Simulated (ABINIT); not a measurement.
# RbTaS3 (Pm-3m): from the cell to the phonon bands, part 5 of 7

How does RbTaS3 (Pm-3m) vibrate, and is this structure a minimum?

ABINIT 10.8.3; DFT PBEsol, scalar-relativistic, plane waves, PseudoDojo norm-conserving pseudopotentials.

So far. Step 6 (Linear response at Γ): The acoustic modes at Γ come out as far as 4.3 cm⁻¹ from zero, where they should vanish, a small numerical error. Step 7 (Zone-centre analysis): The rule moves no optical mode by more than 0.3 cm⁻¹. The relaxed cell has a = 4.824 Å (conventional setting).

The structure was built from a prototype and need not be the compound's stable phase.

**10. Linear response at Γ**

The zone centre is solved again, so that all wavevectors share one k mesh.

dfpt_gamma.abi

```

# common to the responses
getwfk_filepath "gso_WFK"
kptopt 2
nqpt 1
qpt 0.0 0.0 0.0
asr 0
chneut 0

# displacements
rfphon 1
rfatpol 1 5
rfdir 1 1 1
tolvrs 1.0d-10
prtwf 0

# basis, mesh and filling
ecut 25.0
ngkpt 4 4 4
nshiftk 1
shiftk 0.0 0.0 0.0
istwfk *1
occopt 7
tsmear 0.01
nband 29
nstep 100
diemac 1000000.0
prtebands 0
prtgsr 0
useylm 1

# cell and atoms
acell 9.116691184 9.116691184 9.116691184
rprim 
    1.0 0.0 0.0
    0.0 1.0 0.0
    0.0 0.0 1.0
ntypat 3
znucl 37 73 16
natom 5
typat 1 2 3 3 3
xred 
    0.0 0.0 0.0
    0.5 0.5 0.5
    0.5 0.5 0.0
    0.5 0.0 0.5
    0.0 0.5 0.5
pp_dirpath "./pseudo"
pseudos "Rb.upf, Ta.upf, S.upf"
```

Command:

```
> OMP_NUM_THREADS=1 mpirun -n 4 abinit dfpt_gamma.abi > dfpt_gamma.log
```

Numbers of over 12 decimals in the logs are rounded to 6 here.

dfpt_gamma.abo, the main output file:

```text
[banners, grids, parts of the stress and lines that vanish by symmetry left out]
- input  file    -> dfpt_gamma.abi
- output file    -> dfpt_gamma.abo
- root for input  files -> dfpt_gammai
- root for output files -> dfpt_gammao

 Symmetries : space group Pm -3 m (#221); Bravais cP (primitive cubic)
================================================================================
 Values of the parameters that define the memory need of the present run (RF).
     intxc =       0      iscf =       7    lmnmax =      32     lnmax =       8
     mgfft =      45  mpssoang =       4    mqgrid =    3001     natom =       5
  nloc_mem =       1    nspden =       1   nspinor =       1    nsppol =       1
      nsym =      48    n1xccc =    2501    ntypat =       3    occopt =       7
   xclevel =       2
-    mband =          29        mffmem =           1         mkmem =           9
-   mkqmem =           9        mk1mem =           9           mpw =        4632
      nfft =       91125          nkpt =          36
- my_mband =          29
================================================================================
================================================================================

--------------------------------------------------------------------------------
------------- Echo of variables that govern the present computation ------------
--------------------------------------------------------------------------------
-
- outvars: echo of selected default values
-   iomode0 =  0 , fftalg0 =312 , wfoptalg0 =  0
-
- outvars: echo of global parameters not present in the input file
-  max_nthreads =    1
-
 -outvars: echo values of preprocessed input variables
 [... echo left out ...]
================================================================================

 chkinp: Checking input parameters for consistency.

[...]
== DATASET  1 ==================================================================
-   mpi_nproc: 4, omp_nthreads: 1 (-1 if OMP is not activated)

--- !DatasetInfo
iteration_state: {dtset: 1, }
dimensions: {natom: 5, nkpt: 36, mband: 29, nsppol: 1, nspinor: 1, nspden: 1, mpw: 4632, }
cutoff_energies: {ecut:  25.0, pawecutdg:  -1.0, }
electrons: {nelect:   4.00000000E+01, charge:   0.00000000E+00, occopt:   7.00000000E+00, tsmear:   1.00000000E-02, }
meta: {optdriver: 1, rfphon: 1, }
...

 mkfilename: getwfk from: gso_WFK

 Real(R)+Recip(G) space primitive vectors, cartesian coordinates (Bohr,Bohr^-1):
 R(1)=  9.1166912  0.0000000  0.0000000  G(1)=  0.1096889  0.0000000  0.0000000
 R(2)=  0.0000000  9.1166912  0.0000000  G(2)=  0.0000000  0.1096889  0.0000000
 R(3)=  0.0000000  0.0000000  9.1166912  G(3)=  0.0000000  0.0000000  0.1096889
 Unit cell volume ucvol=  7.5772520E+02 bohr^3
 Angles (23,13,12)=  9.00000000E+01  9.00000000E+01  9.00000000E+01 degrees
 setup1 : take into account q-point for computing boxcut.

 getcut: wavevector=  0.0000  0.0000  0.0000  ngfft=  45  45  45
         ecut(hartree)=     25.000   => boxcut(ratio)=   2.14427

--- Pseudopotential description ------------------------------------------------
- pspini: atom type   1  psp file is ./pseudo/Rb.upf

- pspini: atom type   2  psp file is ./pseudo/Ta.upf

- pspini: atom type   3  psp file is ./pseudo/S.upf

   3.29388149E+03                                ecore*ucvol(ha*bohr**3)
--------------------------------------------------------------------------------

 ==>  initialize data related to q vector <==

 The list of irreducible perturbations for this q vector is:
    1)    idir= 1    ipert=   1
    2)    idir= 1    ipert=   2
    3)    idir= 1    ipert=   3
    4)    idir= 3    ipert=   3

[...]
The perturbation idir=   2  ipert=   1 is
 symmetric of a previously calculated perturbation.
 So, its SCF calculation is not needed.

 The perturbation idir=   3  ipert=   1 is
 symmetric of a previously calculated perturbation.
 So, its SCF calculation is not needed.

 The perturbation idir=   2  ipert=   2 is
 symmetric of a previously calculated perturbation.
 So, its SCF calculation is not needed.

 The perturbation idir=   3  ipert=   2 is
 symmetric of a previously calculated perturbation.
 So, its SCF calculation is not needed.

[...]
The perturbation idir=   2  ipert=   5 is
 symmetric of a previously calculated perturbation.
 So, its SCF calculation is not needed.

 The perturbation idir=   3  ipert=   5 is
 symmetric of a previously calculated perturbation.
 So, its SCF calculation is not needed.

--------------------------------------------------------------------------------
 Perturbation wavevector (in red.coord.)   0.000000  0.000000  0.000000
 Perturbation : displacement of atom   1   along direction   1
 Found     8 symmetries that leave the perturbation invariant.

[...]
dfpt_looppert : total number of electrons, from k and k+q
  fully or partially occupied states are    4.000000E+01 and    4.000000E+01.
 Initialisation of the first-order wave-functions :
  ireadwf=   0

--- !BeginCycle
iteration_state: {dtset: 1, }
solver: {iscf: 7, nstep: 100, nline: 4, wfoptalg: 0, }
tolerances: {tolvrs: 1.00E-10, }
...

     iter   2DEtotal(Ha)        deltaE(Ha) residm    vres2
-ETOT  1   3.037025     -1.537E+03 6.585E+00 8.844E+02
 ETOT  2   1.741216     -1.296E+00 6.817E-02 9.484E+01
 ETOT  3   1.692243     -4.897E-02 1.144E-02 8.136E+00
 ETOT  4   1.690809     -1.434E-03 1.208E-03 5.476E-01
 ETOT  5   1.690719     -8.962E-05 6.806E-04 2.908E-02
[...]
At SCF step   12       vres2   =  4.95E-11 < tolvrs=  1.00E-10 =>converged.
[...]
Mean square residual over all n,k,spin=   11.182E-11; max=  28.221E-09

 Thirteen components of 2nd-order total energy (hartree) are
 1,2,3: 0th-order hamiltonian combined with 1st-order wavefunctions
     kin0=   1.16882758E+03 eigvalue=   1.17284328E+02  local=  -5.52048572E+02
 4,5,6: 1st-order hamiltonian combined with 1st and 0th-order wfs
 loc psp =  -1.22688209E+03  Hartree=   4.41283917E+02     xc=  -1.14376419E+02
 note that "loc psp" includes a xc core correction that could be resolved
 7,8,9: eventually, occupation + non-local contributions
    edocc=   6.86457355E+01     enl0=   4.08697066E+02   enl1=  -1.84974517E+03
 1-9 gives the relaxation energy (to be shifted if some occ is /=2.0)
   erelax=  -1.53831363E+03
 10,11,12 Non-relaxation  contributions : frozen-wavefunctions and Ewald
 fr.local=   5.07464564E+02 fr.nonlo=   9.26803040E+02  Ewald=   1.28190419E+02
 13,14 Frozen wf xc core corrections (1) and (2)
 frxc 1  =  -2.23665366E+02  frxc 2 =   2.01211690E+02
 Resulting in :
 2DEtotal=    0.1690712791E+01 Ha. Also 2DEtotal=    0.460066387794E+02 eV
    (2DErelax=   -1.5383136347E+03 Ha. 2DEnonrelax=    1.5400043475E+03 Ha)
    (  non-var. 2DEtotal :    1.6907136438E+00 Ha)

[...]
Perturbation wavevector (in red.coord.)   0.000000  0.000000  0.000000
 Perturbation : displacement of atom   2   along direction   1
 Found     8 symmetries that leave the perturbation invariant.

[...]
dfpt_looppert : total number of electrons, from k and k+q
  fully or partially occupied states are    4.000000E+01 and    4.000000E+01.
 Initialisation of the first-order wave-functions :
  ireadwf=   0

--- !BeginCycle
iteration_state: {dtset: 1, }
solver: {iscf: 7, nstep: 100, nline: 4, wfoptalg: 0, }
tolerances: {tolvrs: 1.00E-10, }
...

     iter   2DEtotal(Ha)        deltaE(Ha) residm    vres2
-ETOT  1   8.568018     -3.828E+03 9.912E+00 1.147E+04
[...]
At SCF step   13       vres2   =  1.48E-12 < tolvrs=  1.00E-10 =>converged.
[...]
Mean square residual over all n,k,spin=   28.161E-10; max=  51.006E-08

 Thirteen components of 2nd-order total energy (hartree) are
 1,2,3: 0th-order hamiltonian combined with 1st-order wavefunctions
     kin0=   2.20839306E+03 eigvalue=   4.74373687E+02  local=  -1.69751490E+03
 4,5,6: 1st-order hamiltonian combined with 1st and 0th-order wfs
 loc psp =  -5.46832774E+03  Hartree=   1.37649760E+03     xc=  -2.25822750E+02
 note that "loc psp" includes a xc core correction that could be resolved
 7,8,9: eventually, occupation + non-local contributions
    edocc=   5.67000458E+02     enl0=   1.13010991E+03   enl1=  -2.19774641E+03
 1-9 gives the relaxation energy (to be shifted if some occ is /=2.0)
   erelax=  -3.83303707E+03
 10,11,12 Non-relaxation  contributions : frozen-wavefunctions and Ewald
 fr.local=   2.47772898E+03 fr.nonlo=   1.10280501E+03  Ewald=   1.61271818E+02
 13,14 Frozen wf xc core corrections (1) and (2)
 frxc 1  =  -3.66192898E+02  frxc 2 =   4.60823658E+02
 Resulting in :
 2DEtotal=    0.3399496398E+01 Ha. Also 2DEtotal=    0.925050095394E+02 eV
    (2DErelax=   -3.8330370731E+03 Ha. 2DEnonrelax=    3.8364365695E+03 Ha)
    (  non-var. 2DEtotal :    3.3994972346E+00 Ha)

[...]
Perturbation wavevector (in red.coord.)   0.000000  0.000000  0.000000
 Perturbation : displacement of atom   3   along direction   1
 Found     4 symmetries that leave the perturbation invariant.

[...]
dfpt_looppert : total number of electrons, from k and k+q
  fully or partially occupied states are    4.000000E+01 and    4.000000E+01.
 Initialisation of the first-order wave-functions :
  ireadwf=   0

--- !BeginCycle
iteration_state: {dtset: 1, }
solver: {iscf: 7, nstep: 100, nline: 4, wfoptalg: 0, }
tolerances: {tolvrs: 1.00E-10, }
...

     iter   2DEtotal(Ha)        deltaE(Ha) residm    vres2
-ETOT  1   3.159243     -5.891E+02 4.993E+00 4.876E+02
[...]
At SCF step   12       vres2   =  4.83E-11 < tolvrs=  1.00E-10 =>converged.
[...]
Mean square residual over all n,k,spin=   82.094E-09; max=  22.364E-06

 Thirteen components of 2nd-order total energy (hartree) are
 1,2,3: 0th-order hamiltonian combined with 1st-order wavefunctions
     kin0=   5.29011250E+02 eigvalue=  -8.33852038E+00  local=  -3.74613337E+02
 4,5,6: 1st-order hamiltonian combined with 1st and 0th-order wfs
 loc psp =  -4.51538767E+02  Hartree=   1.63195340E+02     xc=  -4.57152392E+01
 note that "loc psp" includes a xc core correction that could be resolved
 7,8,9: eventually, occupation + non-local contributions
    edocc=   2.49747946E+01     enl0=   3.01154215E+02   enl1=  -7.27798239E+02
 1-9 gives the relaxation energy (to be shifted if some occ is /=2.0)
   erelax=  -5.89668504E+02
 10,11,12 Non-relaxation  contributions : frozen-wavefunctions and Ewald
 fr.local=   2.63691528E+02 fr.nonlo=   3.68783166E+02  Ewald=  -2.63995789E+01
 13,14 Frozen wf xc core corrections (1) and (2)
 frxc 1  =  -7.12536026E+01  frxc 2 =   5.74457713E+01
 Resulting in :
 2DEtotal=    0.2598779982E+01 Ha. Also 2DEtotal=    0.707164058561E+02 eV
    (2DErelax=   -5.8966850379E+02 Ha. 2DEnonrelax=    5.9226728377E+02 Ha)
    (  non-var. 2DEtotal :    2.5987804263E+00 Ha)

[...]
Perturbation wavevector (in red.coord.)   0.000000  0.000000  0.000000
 Perturbation : displacement of atom   3   along direction   3
 Found     8 symmetries that leave the perturbation invariant.

--------------------------------------------------------------------------------

--------------------------------------------------------------------------------

 dfpt_looppert : total number of electrons, from k and k+q
  fully or partially occupied states are    4.000000E+01 and    4.000000E+01.
 Initialisation of the first-order wave-functions :
  ireadwf=   0

--- !BeginCycle
iteration_state: {dtset: 1, }
solver: {iscf: 7, nstep: 100, nline: 4, wfoptalg: 0, }
tolerances: {tolvrs: 1.00E-10, }
...

     iter   2DEtotal(Ha)        deltaE(Ha) residm    vres2
-ETOT  1   15.057771775279     -6.204E+02 3.419E+00 1.530E+04
[...]
ETOT 12   9.523518     -6.821E-12 1.403E-05 1.797E-10
 ETOT 13   9.523518      7.844E-12 9.720E-06 4.834E-12

 At SCF step   13       vres2   =  4.83E-12 < tolvrs=  1.00E-10 =>converged.
[...]
Mean square residual over all n,k,spin=   33.626E-09; max=  97.198E-07

 Thirteen components of 2nd-order total energy (hartree) are
 1,2,3: 0th-order hamiltonian combined with 1st-order wavefunctions
     kin0=   5.46230531E+02 eigvalue=  -1.34931709E+00  local=  -3.88837073E+02
 4,5,6: 1st-order hamiltonian combined with 1st and 0th-order wfs
 loc psp =  -4.68201066E+02  Hartree=   1.91653109E+02     xc=  -4.68762327E+01
 note that "loc psp" includes a xc core correction that could be resolved
 7,8,9: eventually, occupation + non-local contributions
    edocc=   3.97124948E+01     enl0=   2.85419655E+02   enl1=  -7.83705269E+02
 1-9 gives the relaxation energy (to be shifted if some occ is /=2.0)
   erelax=  -6.25953167E+02
 10,11,12 Non-relaxation  contributions : frozen-wavefunctions and Ewald
 fr.local=  -8.85489343E+01 fr.nonlo=   4.05561287E+02  Ewald=   3.33991046E+02
 13,14 Frozen wf xc core corrections (1) and (2)
 frxc 1  =  -7.06574083E+01  frxc 2 =   5.51306953E+01
 Resulting in :
 2DEtotal=    0.9523517852E+01 Ha. Also 2DEtotal=    0.259148122701E+03 eV
    (2DErelax=   -6.2595316744E+02 Ha. 2DEnonrelax=    6.3547668529E+02 Ha)
    (  non-var. 2DEtotal :    9.5235179739E+00 Ha)

[...]
---- first-order wavefunction calculations are completed ----

 ==> Compute Derivative Database <==

 [... matrices left out ...]
  Phonon wavevector (reduced coordinates) :  0.00000  0.00000  0.00000
 Phonon energies in Hartree :
  -8.597917E-06 -8.597916E-06 -8.597916E-06  3.284093E-04  3.284093E-04
   3.284093E-04  5.834683E-04  5.834683E-04  5.834683E-04  6.864786E-04
   6.864786E-04  6.864786E-04  1.537929E-03  1.537929E-03  1.537929E-03
 Phonon frequencies in cm-1    :
- -1.887025E+00 -1.887025E+00 -1.887024E+00  7.207751E+01  7.207751E+01
-  7.207751E+01  1.280565E+02  1.280565E+02  1.280565E+02  1.506646E+02
-  1.506646E+02  1.506646E+02  3.375363E+02  3.375363E+02  3.375363E+02

== END DATASET(S) ==============================================================
================================================================================

 -outvars: echo values of variables after computation
            acell      9.1166911840E+00  9.1166911840E+00  9.1166911840E+00 Bohr
           etotal      9.5235178524E+00
            fcart      0.0000000000E+00  0.0000000000E+00  0.0000000000E+00
           strten      0.0000000000E+00  0.0000000000E+00  0.0000000000E+00
================================================================================
```

Wall time 2.7 min (4 MPI ranks of Arm Neoverse V2, shared host).

This step gave:

| Quantity | Value |
| --- | --- |
| largest acoustic frequency at the zone centre before the sum rule | -1.89 cm⁻¹ |
| highest optical zone-centre mode (no LO-TO term) | 337.5 cm⁻¹ |
| lowest optical zone-centre mode | 72.08 cm⁻¹ |

The acoustic modes at Γ come out as far as 1.9 cm⁻¹ from zero, where they should vanish, a small numerical error.

[end of part 5 of 7]

[Host names and launcher messages were left out of these logs when they were recorded.]

[Logs are printed without paths, hosts, clocks, repeated set-up lines and the standing remarks that a program may print on its own settings, such as how far it seeks lower states.]

[Hosts, paths, dates, database ids (printed as entryN), source tags and the programs' standing remarks are cut or masked in the printed files.]
